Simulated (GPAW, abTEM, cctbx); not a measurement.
## SrTi: the scripts behind a bonding study

Short scripts, each with its output. The cell comes from substitution in a known structure type and wasn't matched to any measured phase.

**1. Relax the structure**

```text
cell
1.0
     0.000000000    0.000000000    4.201000000
    -4.855000000    0.000000000    0.000000000
     2.427500000   -5.892000000    0.000000000
Sr Ti
2 2
Direct
0.750000000 0.864800000 0.729600000
0.250000000 0.135200000 0.270400000
0.750000000 0.574800000 0.149600000
0.250000000 0.425200000 0.850400000
```

```python
from ase.constraints import FixSymmetry
from ase.filters import FrechetCellFilter
from ase.io import read, write
from ase.optimize import BFGS
from ase.parallel import parprint
from gpaw import GPAW, PW, FermiDirac

atoms = read("start.vasp")
atoms.set_constraint(FixSymmetry(atoms))
atoms.calc = GPAW(mode=PW(570), xc="PBE", kpts={"size": (5, 4, 4), "gamma": True},
                 occupations=FermiDirac(0.1), maxiter=120, symmetry={"tolerance": 1e-5}, txt="relax.txt")
BFGS(FrechetCellFilter(atoms), maxstep=0.15).run(fmax=0.03, steps=40)
parprint("cell  %.4f %.4f %.4f  %.2f %.2f %.2f" % tuple(atoms.cell.cellpar()))
parprint("volume %.3f A^3, largest force %.3f eV/A, largest stress %.2f GPa" % (atoms.get_volume(), abs(atoms.get_forces()).max(), 160.218 * abs(atoms.get_stress()).max()))
atoms.set_constraint()
write("relaxed.vasp", atoms, direct=True)
```

```console
$ OMP_NUM_THREADS=1 mpirun -n 4 gpaw python run.py > gpaw.log
```

```text
gpts.py:43: UserWarning: Initial realspace grid (24,27,36) inconsistent with symmetries.
gpts.py:43: UserWarning: Initial realspace grid (24,27,36) inconsistent with symmetries.
gpts.py:43: UserWarning: Initial realspace grid (24,27,36) inconsistent with symmetries.
gpts.py:43: UserWarning: Initial realspace grid (24,27,36) inconsistent with symmetries.
gpts.py:70: UserWarning: Using symmetrized grid: (24,36,36).
gpts.py:70: UserWarning: Using symmetrized grid: (24,36,36).
gpts.py:70: UserWarning: Using symmetrized grid: (24,36,36).
gpts.py:70: UserWarning: Using symmetrized grid: (24,36,36).
            Step        Energy          fmax
BFGS:    0      -13.263725        0.917282
BFGS:    1      -13.301020        0.874627
gpts.py:43: UserWarning: Initial realspace grid (24,28,40) inconsistent with symmetries.
gpts.py:43: UserWarning: Initial realspace grid (24,28,40) inconsistent with symmetries.
gpts.py:43: UserWarning: Initial realspace grid (24,28,40) inconsistent with symmetries.
gpts.py:43: UserWarning: Initial realspace grid (24,28,40) inconsistent with symmetries.
gpts.py:70: UserWarning: Using symmetrized grid: (24,40,40).
gpts.py:70: UserWarning: Using symmetrized grid: (24,40,40).
gpts.py:70: UserWarning: Using symmetrized grid: (24,40,40).
gpts.py:70: UserWarning: Using symmetrized grid: (24,40,40).
BFGS:    2      -13.622366        0.510678
gpts.py:43: UserWarning: Initial realspace grid (24,30,40) inconsistent with symmetries.
gpts.py:43: UserWarning: Initial realspace grid (24,30,40) inconsistent with symmetries.
gpts.py:43: UserWarning: Initial realspace grid (24,30,40) inconsistent with symmetries.
gpts.py:43: UserWarning: Initial realspace grid (24,30,40) inconsistent with symmetries.
BFGS:    3      -13.797641        0.396998
BFGS:    4      -13.806291        0.305566
BFGS:    5      -13.815079        0.209743
BFGS:    6      -13.816318        0.181032
BFGS:    7      -13.819535        0.088803
BFGS:    8      -13.820330        0.097248
BFGS:    9      -13.820868        0.101117
BFGS:   10      -13.821595        0.099802
BFGS:   11      -13.823457        0.088543
BFGS:   12      -13.826447        0.116167
BFGS:   13      -13.832074        0.147254
BFGS:   14      -13.841968        0.258095
gpts.py:43: UserWarning: Initial realspace grid (24,27,40) inconsistent with symmetries.
gpts.py:43: UserWarning: Initial realspace grid (24,27,40) inconsistent with symmetries.
gpts.py:43: UserWarning: Initial realspace grid (24,27,40) inconsistent with symmetries.
gpts.py:43: UserWarning: Initial realspace grid (24,27,40) inconsistent with symmetries.
BFGS:   15      -13.856438        0.357617
gpts.py:43: UserWarning: Initial realspace grid (24,27,42) inconsistent with symmetries.
gpts.py:43: UserWarning: Initial realspace grid (24,27,42) inconsistent with symmetries.
gpts.py:43: UserWarning: Initial realspace grid (24,27,42) inconsistent with symmetries.
gpts.py:43: UserWarning: Initial realspace grid (24,27,42) inconsistent with symmetries.
gpts.py:70: UserWarning: Using symmetrized grid: (24,42,42).
gpts.py:70: UserWarning: Using symmetrized grid: (24,42,42).
gpts.py:70: UserWarning: Using symmetrized grid: (24,42,42).
gpts.py:70: UserWarning: Using symmetrized grid: (24,42,42).
BFGS:   16      -13.879656        0.440339
gpts.py:43: UserWarning: Initial realspace grid (24,25,42) inconsistent with symmetries.
gpts.py:43: UserWarning: Initial realspace grid (24,25,42) inconsistent with symmetries.
gpts.py:43: UserWarning: Initial realspace grid (24,25,42) inconsistent with symmetries.
gpts.py:43: UserWarning: Initial realspace grid (24,25,42) inconsistent with symmetries.
BFGS:   17      -13.912927        0.516928
gpts.py:43: UserWarning: Initial realspace grid (24,24,45) inconsistent with symmetries.
gpts.py:43: UserWarning: Initial realspace grid (24,24,45) inconsistent with symmetries.
gpts.py:43: UserWarning: Initial realspace grid (24,24,45) inconsistent with symmetries.
gpts.py:43: UserWarning: Initial realspace grid (24,24,45) inconsistent with symmetries.
gpts.py:70: UserWarning: Using symmetrized grid: (24,45,45).
gpts.py:70: UserWarning: Using symmetrized grid: (24,45,45).
gpts.py:70: UserWarning: Using symmetrized grid: (24,45,45).
gpts.py:70: UserWarning: Using symmetrized grid: (24,45,45).
BFGS:   18      -13.955839        0.584312
BFGS:   19      -14.004519        0.632647
BFGS:   20      -14.051082        0.673001
gpts.py:43: UserWarning: Initial realspace grid (24,21,48) inconsistent with symmetries.
gpts.py:43: UserWarning: Initial realspace grid (24,21,48) inconsistent with symmetries.
gpts.py:43: UserWarning: Initial realspace grid (24,21,48) inconsistent with symmetries.
gpts.py:43: UserWarning: Initial realspace grid (24,21,48) inconsistent with symmetries.
gpts.py:70: UserWarning: Using symmetrized grid: (24,48,48).
gpts.py:70: UserWarning: Using symmetrized grid: (24,48,48).
gpts.py:70: UserWarning: Using symmetrized grid: (24,48,48).
gpts.py:70: UserWarning: Using symmetrized grid: (24,48,48).
BFGS:   21      -14.090330        0.721500
BFGS:   22      -14.120035        0.768218
gpts.py:43: UserWarning: Initial realspace grid (24,20,48) inconsistent with symmetries.
gpts.py:43: UserWarning: Initial realspace grid (24,20,48) inconsistent with symmetries.
gpts.py:43: UserWarning: Initial realspace grid (24,20,48) inconsistent with symmetries.
gpts.py:43: UserWarning: Initial realspace grid (24,20,48) inconsistent with symmetries.
```

Time: 6.9 min on 4 cores of Intel(R) Xeon(R) 6975P-C (Granite Rapids) (shared host), peak memory 1.5 GiB.

**2. Build the all-electron density and subtract free atoms**

```text
cell
1.0
     3.477775750    0.000000000    0.000000000
     0.000000000    0.000000000   -4.562616420
    -1.738887875    8.123968055    0.000000000
Sr Ti
2 2
Direct
0.153146170 0.250000000 0.306292340
0.846853830 0.750000000 0.693707660
0.469988030 0.250000000 0.939976060
0.530011970 0.750000000 0.060023940
```

```python
import numpy as np
from ase.io import read
from ase.units import Bohr
from gpaw import GPAW, PW, FermiDirac
from gpaw.calculator import GPAW as OldGPAW
from gpaw.mpi import serial_comm, world
from scipy.special import erfc
from scipy.spatial import cKDTree

atoms = read("cell.vasp")
atoms.calc = GPAW(mode=PW(450), xc="PBE", kpts={"size": (7, 5, 7), "gamma": True},
                 occupations=FermiDirac(0.1), maxiter=120, symmetry={"tolerance": 1e-5}, txt="scf.txt")
atoms.get_potential_energy()
rho = atoms.calc.get_all_electron_density(gridrefinement=2)
moments = atoms.get_magnetic_moments() if atoms.calc.get_number_of_spins() == 2 else np.zeros(len(atoms))
total = atoms.get_magnetic_moment() if moments.any() else 0.0
if world.rank == 0:
    free = OldGPAW(mode=PW(450), xc="PBE", txt=None, communicator=serial_comm)
    neutral = atoms.copy()
    neutral.set_initial_magnetic_moments(None)
    free.initialize(neutral)
    free.set_positions(neutral)
    drho = rho - free.get_all_electron_density(gridrefinement=2)
    # GPAW starts from confined atoms: exchange their smooth part for that of the datasets' free atoms
    h = np.stack(np.meshgrid(*[np.fft.fftfreq(n, 1 / n) for n in drho.shape], indexing="ij"), -1)
    gabs = np.linalg.norm(h @ atoms.cell.reciprocal(), axis=-1)
    tails = np.fft.fftn(free.get_pseudo_density(gridrefinement=2))
    g, form, v0 = np.linspace(0, gabs.max(), 1500), {}, 0
    for e in set(atoms.symbols):
        idx = atoms.symbols.search(e)
        d = free.setups[idx[0]].data
        r, w = d.rgd.r_g * Bohr, d.rgd.r_g**2 * d.rgd.dr_g
        j0 = np.sinc(2 * g[:, None] * r)
        smooth = sum(f * p**2 for f, p in zip(d.f_j, d.phit_jg)) + np.sqrt(4 * np.pi) * d.nct_g
        full = sum(f * p**2 for f, p in zip(d.f_j, d.phi_jg)) + np.sqrt(4 * np.pi) * d.nc_g
        phase = sum(np.exp(-2j * np.pi * h @ s) for s in atoms.get_scaled_positions()[idx])
        tails -= np.interp(gabs, g, j0 @ (smooth * w)) * phase * drho.size / atoms.get_volume()
        form[e] = j0 @ (full * w)
        v0 += 2 * np.pi / 3 * 14.3996 * (full * w * r**2).sum() * len(idx)  # V A^3
    tails *= 0.5 * erfc((gabs - 1.8) / 0.25)  # the tails differ at long wavelengths alone
    drho += np.fft.ifftn(tails).real  # crystal minus superposed spherical free atoms
    np.save("drho.npy", drho)
    dv = atoms.get_volume() / drho.size
    print("grid", drho.shape, " electrons %.3f" % (rho.sum() * dv), " moved by bonding %.3f e" % (abs(drho).sum() * dv / 2))
    pts = np.indices(drho.shape).reshape(3, -1).T / drho.shape @ atoms.cell
    shifts = (np.indices((3, 3, 3)).reshape(3, -1).T - 1) @ atoms.cell
    images = (atoms.positions[None] + shifts[:, None]).reshape(-1, 3)
    dist, idx = cKDTree(images).query(pts, k=4)
    out = drho.ravel()[dist[:, 0] > 0.5]
    print("deformation density beyond 0.5 A of the nuclei: max %.3f, min %.3f e/A^3" % (out.max(), out.min()))
    tie = dist < dist[:, :1] + 1e-4
    q = -np.bincount((idx % len(atoms))[tie], (drho.ravel()[:, None] / tie.sum(1, keepdims=True) * tie)[tie], len(atoms)) * dv
    print("atom        x       y       z   Voronoi charge  moment")
    for a, s, c, m in zip(atoms, atoms.get_scaled_positions(), q, moments):
        print("%-2s%-3d %7.4f %7.4f %7.4f %10.3f %10.2f" % (a.symbol, a.index + 1, *s, c, m))
    np.savez("free.npz", g=g, **form)
    print("mean inner potential of superposed free atoms %.3f V" % (v0 / atoms.get_volume()))
    print("total magnetic moment %.3f muB" % total)
```

```console
$ OMP_NUM_THREADS=1 mpirun -n 4 gpaw python run.py > gpaw.log
```

```text
gpts.py:43: UserWarning: Initial realspace grid (18,24,42) inconsistent with symmetries.
gpts.py:43: UserWarning: Initial realspace grid (18,24,42) inconsistent with symmetries.
gpts.py:43: UserWarning: Initial realspace grid (18,24,42) inconsistent with symmetries.
gpts.py:43: UserWarning: Initial realspace grid (18,24,42) inconsistent with symmetries.
gpts.py:70: UserWarning: Using symmetrized grid: (42,24,42).
gpts.py:70: UserWarning: Using symmetrized grid: (42,24,42).
gpts.py:70: UserWarning: Using symmetrized grid: (42,24,42).
gpts.py:70: UserWarning: Using symmetrized grid: (42,24,42).
grid (84, 48, 84)  electrons 120.000  moved by bonding 0.872 e
deformation density beyond 0.5 A of the nuclei: max 0.181, min -0.212 e/A^3
atom        x       y       z   Voronoi charge  moment
Sr1    0.1531  0.2500  0.3063      0.113       0.00
Sr2    0.8469  0.7500  0.6937      0.113       0.00
Ti3    0.4700  0.2500  0.9400     -0.113       0.00
Ti4    0.5300  0.7500  0.0600     -0.113       0.00
mean inner potential of superposed free atoms 15.302 V
total magnetic moment 0.000 muB
```

Time: 31 s.

**3. Fourier-transform the difference**

```python
from cctbx import adptbx, crystal, miller, xray
from cctbx.eltbx import tiny_pse
import numpy as np

cs = crystal.symmetry(unit_cell=(3.4778, 16.2479, 4.5626, 90, 90, 90), space_group_symbol='Hall: -C 2c 2')  # Cmcm
atoms = [  # label, site, U (iso, or U11 U22 U33 U12 U13 U23 in A^2), occupancy
    ("Sr1", (0.5, 0.65315, 0.75), 0.0000, 1),
    ("Ti1", (0.5, 0.96999, 0.75), 0.0000, 1),
]
xs = xray.structure(crystal_symmetry=cs)
for label, site, u, occ in atoms:
    u = adptbx.u_cif_as_u_star(cs.unit_cell(), u) if isinstance(u, tuple) else u
    xs.add_scatterer(xray.scatterer(label, site=site, u=u, occupancy=occ))
xs.scattering_type_registry(table="wk1995")
drho = np.load("drho.npy")
T = np.array([[1, 0, 0], [1, 0, 2], [0, -1, 0]])  # conventional axes in terms of the primitive ones
dF = np.fft.ifftn(drho) * 257.81830  # electrons a conventional cell, indexed by primitive hkl
ms = miller.build_set(cs, anomalous_flag=False, d_min=0.9).sort("resolution")
iam = ms.structure_factors_from_scatterers(xs, algorithm="direct").f_calc()
p1 = xs.expand_to_p1()
z = np.array([tiny_pse.table(sc.scattering_type).atomic_number() for sc in p1.scatterers()])
x = np.array(p1.sites_frac())
free = np.load("free.npz")
print("static structure factors of the conventional cell: F in electrons, V (Mott-Bethe) in volts")
print("   h  k  l      d  |F| table  |F| free   |F| DFT   change   |V| free  |V| DFT  change %")
for h, d, table in list(zip(ms.indices(), ms.d_spacings().data(), iam.data()))[:16]:
    df = dF[tuple(np.rint(np.linalg.solve(T, h)).astype(int))]
    phase = np.exp(2j * np.pi * x @ h)
    f = sum(np.interp(1 / d, free["g"], free[sc.scattering_type]) * p for sc, p in zip(p1.scatterers(), phase))
    fz = (z * phase).sum()
    c = 14.3996 * d * d / (np.pi * cs.unit_cell().volume())
    v0, v1 = abs(fz - f) * c, abs(fz - f - df) * c
    print("%4d%3d%3d %7.4f %9.3f %9.3f %9.3f %8.3f %9.3f %8.3f %8s" % (h + (d, abs(table), abs(f), abs(f + df), abs(f + df) - abs(f), v0, v1, "%.1f" % (100 * (v1 / v0 - 1)) if v0 > 0.02 else "-")))
```

```console
$ python run.py
```

```text
static structure factors of the conventional cell: F in electrons, V (Mott-Bethe) in volts
   h  k  l      d  |F| table  |F| free   |F| DFT   change   |V| free  |V| DFT  change %
   0  2  0  8.1240    27.062    27.125    27.853    0.728     2.390    1.536    -35.7
   0  4  0  4.0620    47.308    47.446    47.185   -0.261     1.156    1.232      6.6
   0  2  1  3.9781    97.540    97.732    98.033    0.301     3.503    3.418     -2.4
   1  1  0  3.4008     4.157     4.290     3.836   -0.454     0.789    0.696    -11.8
   0  4  1  3.0339   128.908   128.828   128.288   -0.539     4.945    5.033      1.8
   1  3  0  2.9264   178.244   178.109   178.363    0.254     6.589    6.550     -0.6
   1  1  1  2.7267   113.227   113.162   113.267    0.105     3.707    3.693     -0.4
   0  6  0  2.7080   135.180   135.062   135.436    0.374     4.572    4.523     -1.1
   1  3  1  2.4633    64.323    64.189    63.896   -0.294     2.296    2.328      1.4
   1  5  0  2.3744    25.279    25.159    24.814   -0.345     1.155    1.190      3.0
   0  6  1  2.3287   113.782   113.554   113.206   -0.347     3.879    3.912      0.9
   0  0  2  2.2813   178.587   178.307   177.545   -0.762     5.708    5.779      1.2
   0  2  2  2.1963    16.661    16.498    15.463   -1.034     1.086    1.175      8.2
   1  5  1  2.1062    64.728    64.822    64.980    0.158     1.201    1.188     -1.0
   0  8  0  2.0310    21.060    21.043    20.630   -0.413     0.589    0.619      5.1
   0  4  2  1.9891    42.209    42.295    42.804    0.509     0.639    0.604     -5.6
```

Time: 0.67 s on 1 core of Intel(R) Xeon(R) 6975P-C (Granite Rapids) (shared host), peak memory 0.08 GiB.

**4. Rock the beam across one reflection**

```python
import abtem
import numpy as np
from ase.build import make_supercell
from ase.io import read

abtem.config.set({"dask.lazy": False, "fft": "fftw", "diagnostics.progress_bar": False})
M = [[1, 0, 0], [0, 1, 0], [1, 0, 2]]  # rows: x, y and beam direction in the primitive cell's axes
unit = make_supercell(read("cell.vasp"), M)
unit.set_cell(list(unit.cell.lengths()) + [90, 90, 90], scale_atoms=True)
unit.positions[:, 2] += 1.0155  # keeps atomic planes off the slice boundaries
unit.wrap()
slab = unit * (1, 1, 32)
print(slab.get_chemical_formula(), "| box %.2f x %.2f x %.2f A" % tuple(slab.cell.lengths()))

# change of the potential by bonding, from the DFT deformation density (Poisson's equation term by term)
drho = np.load("drho.npy")
prim = read("cell.vasp")
h = np.stack(np.meshgrid(*[np.fft.fftfreq(n, 1 / n) for n in drho.shape], indexing="ij"), -1).reshape(-1, 3).astype(int)
g2 = ((h @ prim.cell.reciprocal()) ** 2).sum(1)
keep = (g2 > 0) & (g2 < 2.5**2)
shape = (78, 102, 88)
vg = np.zeros(shape, complex)
hm = h[keep] @ np.array(M).T
move = np.exp(-2j * np.pi * hm[:, 2] * (1.0155 / unit.cell[2, 2] - 0.5 / shape[2]))  # the same shift, sampled at mid-points
vg[tuple(hm.T % np.array(shape)[:, None])] = -14.3996 / np.pi * (np.fft.fftn(drho).ravel() / drho.size)[keep] / g2[keep] * move
dV = np.fft.ifftn(vg).real * vg.size
dV = dV.reshape(78, 102, 8, 11).mean(3) * unit.cell[2, 2] / 8  # V A, projected in each slice
dV = np.tile(dV.transpose(2, 0, 1), (32, 1, 1))


def build(atoms):
    p = abtem.Potential(atoms, gpts=(78, 102), slice_thickness=[slab.cell[2, 2] / 256] * 256,
                        parametrization="lobato", projection="infinite", exit_planes=64).build()
    p.array[:] += BONDING * dV
    return p


def potentials():
    yield build(slab)  # atoms at rest


for label, BONDING in (("IAM", 0.0), ("DFT", 1.0)):
    print("=====", label)
    potential = build(slab)
    print("grid", potential.gpts, "slices", potential.num_slices)
    thickness = potential.exit_thicknesses
    h = np.array(M) @ np.linalg.solve(np.array([[1, 0, 0], [1, 0, 2], [0, -1, 0]]), [0, 0, 2])
    ix, iy = round(h[0]) * 1, round(h[1]) * 1
    gxy = h[:2] / unit.cell.lengths()[:2]
    along = gxy / np.hypot(*gxy)
    across = np.array([-along[1], along[0]])
    bragg = 500 * abtem.PlaneWave(energy=100000).wavelength * np.hypot(*gxy)
    print("Bragg angle %.3f mrad; beam tilted 37 mrad off the zone axis across the row" % bragg)
    print("dark-field intensity of 0 0 2 against tilt along the row, in Bragg angles")
    print("  t (A)" + "".join("%8.2f" % s for s in [0.2, 0.4, 0.6, 0.8, 1.0, 1.2, 1.4, 1.6, 1.8, 2.0, 2.2, 2.4, 2.6]))
    rows = []
    row = [(n * ix, n * iy) for n in range(-8, 9)]
    for s in [0.2, 0.4, 0.6, 0.8, 1.0, 1.2, 1.4, 1.6, 1.8, 2.0, 2.2, 2.4, 2.6]:
        tilt = -s * bragg * along + 37 * across
        dp = abtem.PlaneWave(energy=100000, tilt=tuple(tilt)).multislice(potential).diffraction_patterns(max_angle="valid").array
        rows.append(dp[:, dp.shape[1] // 2 + ix, dp.shape[2] // 2 + iy])
        if s == 1.0:
            cx, cy = dp.shape[1] // 2, dp.shape[2] // 2
            share = sum(dp[:, cx + i, cy + j] for i, j in row if abs(i) < cx and abs(j) < cy) / dp.sum(axis=(1, 2))
            total = dp.sum(axis=(1, 2))
    for t, a in list(zip(thickness, np.array(rows).T))[1:]:
        print("%7.1f" % t + "".join("%8.4f" % v for v in a))
    print("at the Bragg tilt, share in the row:", share[1:].round(3).tolist(), "total:", total[1:].round(3).tolist())
```

```console
$ python run.py
```

```text
Sr128Ti128 | box 3.48 x 4.56 x 519.93 A
===== IAM
grid (78, 102) slices 256
Bragg angle 8.113 mrad; beam tilted 37 mrad off the zone axis across the row
dark-field intensity of 0 0 2 against tilt along the row, in Bragg angles
  t (A)    0.20    0.40    0.60    0.80    1.00    1.20    1.40    1.60    1.80    2.00    2.20    2.40    2.60
  130.0  0.1535  0.2002  0.2434  0.2750  0.2888  0.2764  0.2461  0.2039  0.1575  0.1098  0.0666  0.0340  0.0142
  260.0  0.0472  0.1580  0.3425  0.5625  0.6709  0.5661  0.3485  0.1631  0.0481  0.0039  0.0238  0.0552  0.0315
  390.0  0.0934  0.0077  0.0769  0.4097  0.6623  0.4117  0.0762  0.0058  0.0950  0.0552  0.0095  0.0050  0.0372
  519.9  0.0616  0.1211  0.0638  0.1372  0.3956  0.1337  0.0620  0.1264  0.0686  0.0253  0.0607  0.0107  0.0169
at the Bragg tilt, share in the row: [0.8769999742507935, 0.7979999780654907, 0.7120000123977661, 0.6819999814033508] total: [0.9980000257492065, 0.996999979019165, 0.9959999918937683, 0.9959999918937683]
===== DFT
grid (78, 102) slices 256
Bragg angle 8.113 mrad; beam tilted 37 mrad off the zone axis across the row
dark-field intensity of 0 0 2 against tilt along the row, in Bragg angles
  t (A)    0.20    0.40    0.60    0.80    1.00    1.20    1.40    1.60    1.80    2.00    2.20    2.40    2.60
  130.0  0.1573  0.2053  0.2496  0.2820  0.2961  0.2834  0.2523  0.2090  0.1613  0.1124  0.0681  0.0347  0.0144
  260.0  0.0470  0.1586  0.3456  0.5691  0.6792  0.5727  0.3515  0.1636  0.0478  0.0040  0.0249  0.0566  0.0318
  390.0  0.0967  0.0084  0.0737  0.4025  0.6546  0.4043  0.0729  0.0066  0.0986  0.0564  0.0093  0.0055  0.0384
  519.9  0.0608  0.1255  0.0691  0.1288  0.3742  0.1253  0.0675  0.1310  0.0676  0.0254  0.0618  0.0106  0.0178
at the Bragg tilt, share in the row: [0.8769999742507935, 0.796999990940094, 0.7099999785423279, 0.6800000071525574] total: [0.9980000257492065, 0.996999979019165, 0.9959999918937683, 0.9959999918937683]
```

Time: 7.6 s.

[Outputs are excerpts: Python notices, other lines and further rows are left out; steps that failed or that the build refused (PBEsol, TPSS) are not shown.]

[Logs are printed without paths, hosts, clocks, repeated set-up lines and the standing remarks that a program may print on its own settings, such as how far it seeks lower states.]
